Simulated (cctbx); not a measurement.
# What is wrong with this refinement?

Cell a = 9.4670 Å, b = 9.4670 Å, c = 9.4670 Å, α = 90.00°, β = 90.00°, γ = 90.00°; space group Fm-3m (no. 225).

The data are simulated with cctbx, not measured: Mo Kα, λ = 0.71073 Å, to d = 0.6 Å, 80 % of the full sphere, strongest reflection 70000 counts, noise from counting, a 2 % proportional error and a noise floor of 4 counts (s.d.); no absorption.

An anisotropic refinement with weights 1/σ² prints:

```text
Rint 0.018, 139 unique reflections to 0.60 A
cycle     R1     wR2    GooF  max shift (A)
   1  0.2440  0.4941  68.878   0.00000
   2  0.2438  0.4672  65.127   0.00000
final R1 0.2438 wR2 0.4672 GooF 65.127  parameters 3  data/parameter 46.3
atom        x        y        z      Ueq    occ   su(xyz)  su(Uiso or U11)
Pb1    0.25000  0.25000  0.75000   0.0009  1.000  0.00000  0.0015
Te1    0.00000  0.00000  0.00000   0.0007  1.000  0.00000  0.0020
Zn1    0.50000  0.00000  0.00000  -0.0064  1.000  0.00000  0.0024  NPD
difference map: max 101.90 min -64.96 rms 5.28
Q1    0.0000  0.0000  0.2333   24  101.98  2.21 A from Te1
Q2    0.2500  0.2500  0.2500    8   81.97  0.00 A from Pb1
Q3    0.0000  0.0000  0.0000    4   77.64  0.00 A from Te1
Q4    0.0000  0.0000  0.4445   24   17.55  0.53 A from Zn1
Q5    0.0000  0.2181  0.2181   48   13.42  2.41 A from Pb1
Q6    0.0000  0.1125  0.1125   48    4.00  1.51 A from Te1
```

Q: Accept it or mend it, and why?

Mend it. The fault: an atom left out, S at (0, 0, 0.7710). Against the right model at the same level, R1 goes from 0.0026 to 0.2438 and GooF from 0.83 to 65.13, U of Zn1 shrinks from 0.0036 to -0.0064 Å², the top difference peak, 102.0 e/Å³, lies 2.21 Å from Te1, a hole of -65.0 e/Å³ opens and Zn1 goes non-positive-definite. Q1 is the missing atom. With scattering power missing, scale and phases suffer, so peaks may also grow on the heavy atoms.

The compound is ZnTePb2S6. The right model at the same level gives:

```text
Rint 0.018, 139 unique reflections to 0.60 A
cycle     R1     wR2    GooF  max shift (A)
   1  0.0030  0.0077   1.089   0.00008
   2  0.0026  0.0059   0.828   0.00000
final R1 0.0026 wR2 0.0059 GooF 0.828  parameters 6  data/parameter 23.2
atom        x        y        z      Ueq    occ   su(xyz)  su(Uiso or U11)
Pb1    0.25000  0.25000  0.75000   0.0039  1.000  0.00000  0.0000
Te1    0.00000  0.00000  0.00000   0.0036  1.000  0.00000  0.0000
Zn1    0.50000  0.00000  0.00000   0.0036  1.000  0.00000  0.0000
S1     0.00000  0.00000  0.77098   0.0051  1.000  0.00002  0.0000
difference map: max 0.23 min -0.18 rms 0.05
Q1    0.0000  0.0000  0.0000    4    0.23  0.00 A from Te1
Q2    0.0000  0.1874  0.2506   96    0.19  1.79 A from S1
Q3    0.1309  0.1309  0.3691   32    0.18  1.95 A from Pb1
Q4    0.1098  0.1098  0.1634   96    0.15  1.60 A from S1
Q5    0.0000  0.0000  0.4488   24    0.15  0.48 A from Zn1
Q6    0.0834  0.0834  0.4166   32    0.14  1.37 A from Zn1
```

This is a model crystal, built by substitution and not relaxed, with assumed displacement parameters.

[Middle refinement cycles are left out of these outputs.]

[Logs are printed without paths, hosts, clocks, repeated set-up lines and the standing remarks that a program may print on its own settings, such as how far it seeks lower states.]
